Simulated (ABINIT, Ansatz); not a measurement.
# SnH2 (P-3m1): zone-centre phonons, part 2 of 4

Wanted: the vibrations of SnH2 (P-3m1) at Γ, by two programs.

ABINIT 10.8.3; DFT LDA, scalar-relativistic, plane waves, HGH norm-conserving pseudopotentials.

So far. Step 2 (Relaxation): The volume changes by -0.3 % from the cell with which this run began. Step 3 (Self-consistent run for the response): The cell stands at -0.54 GPa: the relaxation ran with a smoothed and higher cutoff, and the difference is a stress of the finite basis. The relaxed cell has a = 3.557, c = 3.134 Å (conventional setting).

The structure was built from a prototype and need not be the compound's stable phase.

## Step 4: Zone-centre response

At q = 0 one unit cell holds all displacements. The response is solved for single atoms along the cell's directions, and symmetry skips those that follow from others. The crystal is treated as a metal, which screens a static field, so no field response is asked.

dfpt_gamma.abi

```

# common to the responses
getwfk_filepath "gso_WFK"
kptopt 2
nqpt 1
qpt 0.0 0.0 0.0
asr 0
chneut 0

# displacements
rfphon 1
rfatpol 1 3
rfdir 1 1 1
tolvrs 1.0d-10
prtwf 0

# basis, mesh and filling
ecut 35.0
ixc 7
ngkpt 9 9 8
nshiftk 1
shiftk 0.0 0.0 0.0
istwfk *1
occopt 7
tsmear 0.01
nband 8
nstep 100
diemac 1000000.0
prtebands 0
prtgsr 0

# cell and atoms
acell 6.722359887 6.722359887 5.921678791
rprim 
    1.0 0.0 0.0
    -0.5 0.8660254038 0.0
    0.0 0.0 1.0
ntypat 2
znucl 50 1
natom 3
typat 1 2 2
xred 
    0.0 0.0 0.0
    1/3 2/3 0.2193723933
    2/3 1/3 0.7806276067
pp_dirpath "./pseudo"
pseudos "Sn.hgh, H.hgh"
```

Launch:

```
> OMP_NUM_THREADS=1 mpirun -n 4 abinit dfpt_gamma.abi > dfpt_gamma.log
```

Numbers of over 12 decimals in the logs are rounded to 6 here.

dfpt_gamma.abo, the main output file:

```text
[banners, grids, parts of the stress and lines that vanish by symmetry left out]
- input  file    -> dfpt_gamma.abi
- output file    -> dfpt_gamma.abo
- root for input  files -> dfpt_gammai
- root for output files -> dfpt_gammao

 Symmetries : space group P-3 m 1 (#164); Bravais hP (primitive hexag.)
================================================================================
 Values of the parameters that define the memory need of the present run (RF).
     intxc =       0      iscf =       7    lmnmax =       6     lnmax =       6
     mgfft =      36  mpssoang =       3    mqgrid =    3001     natom =       3
  nloc_mem =       1    nspden =       1   nspinor =       1    nsppol =       1
      nsym =      12    n1xccc =       0    ntypat =       2    occopt =       7
   xclevel =       1
-    mband =           8        mffmem =           1         mkmem =          82
-   mkqmem =          82        mk1mem =          82           mpw =        2320
      nfft =       41472          nkpt =         325
- my_mband =           8
================================================================================
================================================================================

--------------------------------------------------------------------------------
------------- Echo of variables that govern the present computation ------------
--------------------------------------------------------------------------------
-
- outvars: echo of selected default values
-   iomode0 =  0 , fftalg0 =312 , wfoptalg0 =  0
-
- outvars: echo of global parameters not present in the input file
-  max_nthreads =    1
-
 -outvars: echo values of preprocessed input variables
 [... echo left out ...]
================================================================================

 chkinp: Checking input parameters for consistency.

[...]
== DATASET  1 ==================================================================
-   mpi_nproc: 4, omp_nthreads: 1 (-1 if OMP is not activated)

--- !DatasetInfo
iteration_state: {dtset: 1, }
dimensions: {natom: 3, nkpt: 325, mband: 8, nsppol: 1, nspinor: 1, nspden: 1, mpw: 2320, }
cutoff_energies: {ecut:  35.0, pawecutdg:  -1.0, }
electrons: {nelect:   6.00000000E+00, charge:   0.00000000E+00, occopt:   7.00000000E+00, tsmear:   1.00000000E-02, }
meta: {optdriver: 1, rfphon: 1, }
...

 mkfilename: getwfk from: gso_WFK

 Exchange-correlation functional for the present dataset will be:
  LDA: Perdew-Wang 92 LSD fit to Ceperley-Alder data - ixc=7
 Citation for XC functional:
  J.P.Perdew and Y.Wang, PRB 45, 13244 (1992)

 Real(R)+Recip(G) space primitive vectors, cartesian coordinates (Bohr,Bohr^-1):
 R(1)=  6.7223599  0.0000000  0.0000000  G(1)=  0.1487573  0.0858851  0.0000000
 R(2)= -3.3611799  5.8217344  0.0000000  G(2)=  0.0000000  0.1717701  0.0000000
 R(3)=  0.0000000  0.0000000  5.9216788  G(3)=  0.0000000  0.0000000  0.1688710
 Unit cell volume ucvol=  2.3174960E+02 bohr^3
 Angles (23,13,12)=  9.00000000E+01  9.00000000E+01  1.20000000E+02 degrees
 setup1 : take into account q-point for computing boxcut.

 getcut: wavevector=  0.0000  0.0000  0.0000  ngfft=  36  36  32
         ecut(hartree)=     35.000   => boxcut(ratio)=   2.01086

--- Pseudopotential description ------------------------------------------------
- pspini: atom type   1  psp file is ./pseudo/Sn.hgh

- pspini: atom type   2  psp file is ./pseudo/H.hgh

   1.51667852E+02                                ecore*ucvol(ha*bohr**3)
--------------------------------------------------------------------------------

 ==>  initialize data related to q vector <==

 The list of irreducible perturbations for this q vector is:
    1)    idir= 1    ipert=   1
    2)    idir= 3    ipert=   1
    3)    idir= 1    ipert=   2
    4)    idir= 3    ipert=   2

[...]
The perturbation idir=   2  ipert=   1 is
 symmetric of a previously calculated perturbation.
 So, its SCF calculation is not needed.

 The perturbation idir=   2  ipert=   2 is
 symmetric of a previously calculated perturbation.
 So, its SCF calculation is not needed.

 The perturbation idir=   1  ipert=   3 is
 symmetric of a previously calculated perturbation.
 So, its SCF calculation is not needed.

 The perturbation idir=   2  ipert=   3 is
 symmetric of a previously calculated perturbation.
 So, its SCF calculation is not needed.

 The perturbation idir=   3  ipert=   3 is
 symmetric of a previously calculated perturbation.
 So, its SCF calculation is not needed.

--------------------------------------------------------------------------------
 Perturbation wavevector (in red.coord.)   0.000000  0.000000  0.000000
 Perturbation : displacement of atom   1   along direction   1
 Found     2 symmetries that leave the perturbation invariant.

[...]
dfpt_looppert : total number of electrons, from k and k+q
  fully or partially occupied states are    6.000000E+00 and    6.000000E+00.
 Initialisation of the first-order wave-functions :
  ireadwf=   0

--- !BeginCycle
iteration_state: {dtset: 1, }
solver: {iscf: 7, nstep: 100, nline: 4, wfoptalg: 0, }
tolerances: {tolvrs: 1.00E-10, }
...

     iter   2DEtotal(Ha)        deltaE(Ha) residm    vres2
-ETOT  1   1.119871     -4.524E+01 5.415E-01 6.076E+03
 ETOT  2 -0.354570     -1.474E+00 5.023E-03 1.084E+02
 ETOT  3 -0.378842     -2.427E-02 1.465E-03 4.752E-01
 ETOT  4 -0.378933     -9.131E-05 8.597E-06 3.001E-03
 ETOT  5 -0.378934     -5.532E-07 2.206E-06 1.378E-05
[...]
At SCF step    8       vres2   =  1.59E-12 < tolvrs=  1.00E-10 =>converged.
[...]
Mean square residual over all n,k,spin=   82.338E-15; max=  90.591E-12

 Thirteen components of 2nd-order total energy (hartree) are
 1,2,3: 0th-order hamiltonian combined with 1st-order wavefunctions
     kin0=   4.12631853E+01 eigvalue=   1.94857750E+00  local=  -1.07511637E+01
 4,5,6: 1st-order hamiltonian combined with 1st and 0th-order wfs
 loc psp =  -3.40857714E+01  Hartree=   4.88950744E+00     xc=  -4.19855490E+00
 note that "loc psp" includes a xc core correction that could be resolved
 7,8,9: eventually, occupation + non-local contributions
    edocc=   4.89786758E+00     enl0=   8.68834850E+00   enl1=  -5.93897640E+01
 1-9 gives the relaxation energy (to be shifted if some occ is /=2.0)
   erelax=  -4.67377677E+01
 10,11,12 Non-relaxation  contributions : frozen-wavefunctions and Ewald
 fr.local=   7.51197055E+00 fr.nonlo=   2.84411593E+01  Ewald=   1.04057042E+01
 13,14 Frozen wf xc core corrections (1) and (2)
 frxc 1  =   0.00000000E+00  frxc 2 =   0.00000000E+00
 Resulting in :
 2DEtotal=   -0.3789336542E+00 Ha. Also 2DEtotal=   -0.103113100255E+02 eV
    (2DErelax=   -4.6737767715E+01 Ha. 2DEnonrelax=    4.6358834061E+01 Ha)
    (  non-var. 2DEtotal :   -3.7893363257E-01 Ha)

[...]
Perturbation wavevector (in red.coord.)   0.000000  0.000000  0.000000
 Perturbation : displacement of atom   1   along direction   3
 Found     6 symmetries that leave the perturbation invariant.

[...]
dfpt_looppert : total number of electrons, from k and k+q
  fully or partially occupied states are    6.000000E+00 and    6.000000E+00.
 Initialisation of the first-order wave-functions :
  ireadwf=   0

--- !BeginCycle
iteration_state: {dtset: 1, }
solver: {iscf: 7, nstep: 100, nline: 4, wfoptalg: 0, }
tolerances: {tolvrs: 1.00E-10, }
...

     iter   2DEtotal(Ha)        deltaE(Ha) residm    vres2
-ETOT  1   1.878290     -3.228E+01 8.189E-01 4.669E+03
[...]
At SCF step    9       vres2   =  1.19E-13 < tolvrs=  1.00E-10 =>converged.
[...]
Mean square residual over all n,k,spin=   11.257E-13; max=  54.710E-11

 Thirteen components of 2nd-order total energy (hartree) are
 1,2,3: 0th-order hamiltonian combined with 1st-order wavefunctions
     kin0=   3.15858912E+01 eigvalue=   1.30844746E+00  local=  -7.88222220E+00
 4,5,6: 1st-order hamiltonian combined with 1st and 0th-order wfs
 loc psp =  -2.18872734E+01  Hartree=   2.58821034E+00     xc=  -2.59150230E+00
 note that "loc psp" includes a xc core correction that could be resolved
 7,8,9: eventually, occupation + non-local contributions
    edocc=   1.93430658E+00     enl0=   6.64714179E+00   enl1=  -4.52932723E+01
 1-9 gives the relaxation energy (to be shifted if some occ is /=2.0)
   erelax=  -3.35902729E+01
 10,11,12 Non-relaxation  contributions : frozen-wavefunctions and Ewald
 fr.local=   1.20198992E+01 fr.nonlo=   2.30740447E+01  Ewald=  -9.37627145E-01
 13,14 Frozen wf xc core corrections (1) and (2)
 frxc 1  =   0.00000000E+00  frxc 2 =   0.00000000E+00
 Resulting in :
 2DEtotal=    0.5660438056E+00 Ha. Also 2DEtotal=    0.154028366274E+02 eV
    (2DErelax=   -3.3590272875E+01 Ha. 2DEnonrelax=    3.4156316681E+01 Ha)
    (  non-var. 2DEtotal :    5.6604381558E-01 Ha)

[...]
Perturbation wavevector (in red.coord.)   0.000000  0.000000  0.000000
 Perturbation : displacement of atom   2   along direction   1
 The set of symmetries contains only one element for this perturbation.

[...]
dfpt_looppert : total number of electrons, from k and k+q
  fully or partially occupied states are    6.000000E+00 and    6.000000E+00.
 Initialisation of the first-order wave-functions :
  ireadwf=   0

--- !BeginCycle
iteration_state: {dtset: 1, }
solver: {iscf: 7, nstep: 100, nline: 4, wfoptalg: 0, }
tolerances: {tolvrs: 1.00E-10, }
...

     iter   2DEtotal(Ha)        deltaE(Ha) residm    vres2
-ETOT  1   2.648760     -4.501E+01 3.273E-01 7.609E+03
[...]
At SCF step    8       vres2   =  1.01E-11 < tolvrs=  1.00E-10 =>converged.
[...]
Mean square residual over all n,k,spin=   24.884E-15; max=  36.344E-12

 Thirteen components of 2nd-order total energy (hartree) are
 1,2,3: 0th-order hamiltonian combined with 1st-order wavefunctions
     kin0=   4.87019387E+01 eigvalue=   1.05561640E+00  local=  -1.13708867E+01
 4,5,6: 1st-order hamiltonian combined with 1st and 0th-order wfs
 loc psp =  -9.44108360E+01  Hartree=   9.49281317E+00     xc=  -5.78323637E+00
 note that "loc psp" includes a xc core correction that could be resolved
 7,8,9: eventually, occupation + non-local contributions
    edocc=   4.91211610E+00     enl0=   1.97056728E-01   enl1=   0.00000000E+00
 1-9 gives the relaxation energy (to be shifted if some occ is /=2.0)
   erelax=  -4.72054180E+01
 10,11,12 Non-relaxation  contributions : frozen-wavefunctions and Ewald
 fr.local=   4.16905304E+01 fr.nonlo=   0.00000000E+00  Ewald=   5.97122607E+00
 13,14 Frozen wf xc core corrections (1) and (2)
 frxc 1  =   0.00000000E+00  frxc 2 =   0.00000000E+00
 Resulting in :
 2DEtotal=    0.4563384428E+00 Ha. Also 2DEtotal=    0.124176016247E+02 eV
    (2DErelax=   -4.7205418021E+01 Ha. 2DEnonrelax=    4.7661756464E+01 Ha)
    (  non-var. 2DEtotal :    4.5633844724E-01 Ha)

[...]
Perturbation wavevector (in red.coord.)   0.000000  0.000000  0.000000
 Perturbation : displacement of atom   2   along direction   3
 Found     6 symmetries that leave the perturbation invariant.

--------------------------------------------------------------------------------

--------------------------------------------------------------------------------

 dfpt_looppert : total number of electrons, from k and k+q
  fully or partially occupied states are    6.000000E+00 and    6.000000E+00.
 Initialisation of the first-order wave-functions :
  ireadwf=   0

--- !BeginCycle
iteration_state: {dtset: 1, }
solver: {iscf: 7, nstep: 100, nline: 4, wfoptalg: 0, }
tolerances: {tolvrs: 1.00E-10, }
...

     iter   2DEtotal(Ha)        deltaE(Ha) residm    vres2
-ETOT  1   1.455132     -3.457E+01 1.420E-01 3.478E+03
[...]
ETOT  8  0.561756     -1.445E-11 4.724E-10 1.438E-09
 ETOT  9  0.561756     -1.364E-12 3.428E-11 1.965E-11

 At SCF step    9       vres2   =  1.96E-11 < tolvrs=  1.00E-10 =>converged.
[...]
Mean square residual over all n,k,spin=   70.659E-15; max=  34.280E-12

 Thirteen components of 2nd-order total energy (hartree) are
 1,2,3: 0th-order hamiltonian combined with 1st-order wavefunctions
     kin0=   3.72667882E+01 eigvalue=   8.00335782E-01  local=  -8.39227988E+00
 4,5,6: 1st-order hamiltonian combined with 1st and 0th-order wfs
 loc psp =  -7.09203317E+01  Hartree=   6.43303996E+00     xc=  -4.28854002E+00
 note that "loc psp" includes a xc core correction that could be resolved
 7,8,9: eventually, occupation + non-local contributions
    edocc=   3.53533526E+00     enl0=   1.05486600E-01   enl1=   0.00000000E+00
 1-9 gives the relaxation energy (to be shifted if some occ is /=2.0)
   erelax=  -3.54601658E+01
 10,11,12 Non-relaxation  contributions : frozen-wavefunctions and Ewald
 fr.local=   3.57817782E+01 fr.nonlo=   0.00000000E+00  Ewald=   2.40143674E-01
 13,14 Frozen wf xc core corrections (1) and (2)
 frxc 1  =   0.00000000E+00  frxc 2 =   0.00000000E+00
 Resulting in :
 2DEtotal=    0.5617560418E+00 Ha. Also 2DEtotal=    0.152861606289E+02 eV
    (2DErelax=   -3.5460165833E+01 Ha. 2DEnonrelax=    3.6021921875E+01 Ha)
    (  non-var. 2DEtotal :    5.6175601655E-01 Ha)

[...]
---- first-order wavefunction calculations are completed ----

 ==> Compute Derivative Database <==

 [... matrices left out ...]
  Phonon wavevector (reduced coordinates) :  0.00000  0.00000  0.00000
 Phonon energies in Hartree :
  -1.523410E-03 -1.523410E-03 -1.172769E-06 -1.172765E-06 -4.308913E-07
   2.113610E-03  3.611802E-03  3.643359E-03  3.643359E-03
 Phonon frequencies in cm-1    :
- -3.343499E+02 -3.343499E+02 -2.573930E-01 -2.573923E-01 -9.456970E-02
-  4.638838E+02  7.926988E+02  7.996250E+02  7.996250E+02

== END DATASET(S) ==============================================================
================================================================================

 -outvars: echo values of variables after computation
            acell      6.7223598870E+00  6.7223598870E+00  5.9216787910E+00 Bohr
           etotal      5.6175604178E-01
            fcart      0.0000000000E+00  0.0000000000E+00  0.0000000000E+00
           strten      0.0000000000E+00  0.0000000000E+00  0.0000000000E+00
================================================================================
```

It took 38 s on 4 MPI ranks of Arm Neoverse V2, shared host; 2.5 min of CPU time.

Read from the output:

- largest acoustic frequency at the zone centre before the sum rule: -0.26 cm⁻¹
- highest optical zone-centre mode (no LO-TO term): 799.6 cm⁻¹
- lowest optical zone-centre mode: -334.4 cm⁻¹

The acoustic modes at Γ come out as far as 0.3 cm⁻¹ from zero, where they should vanish, a small numerical error. The lowest optical mode is imaginary, 334i cm⁻¹, an instability at this level and on this k mesh.

[end of part 2 of 4]

[Host names and launcher messages were left out of these logs when they were recorded.]

[Logs are printed without paths, hosts, clocks, repeated set-up lines and the standing remarks that a program may print on its own settings, such as how far it seeks lower states.]

[Hosts, paths, dates, database ids (printed as entryN), source tags and the programs' standing remarks are cut or masked in the printed files.]
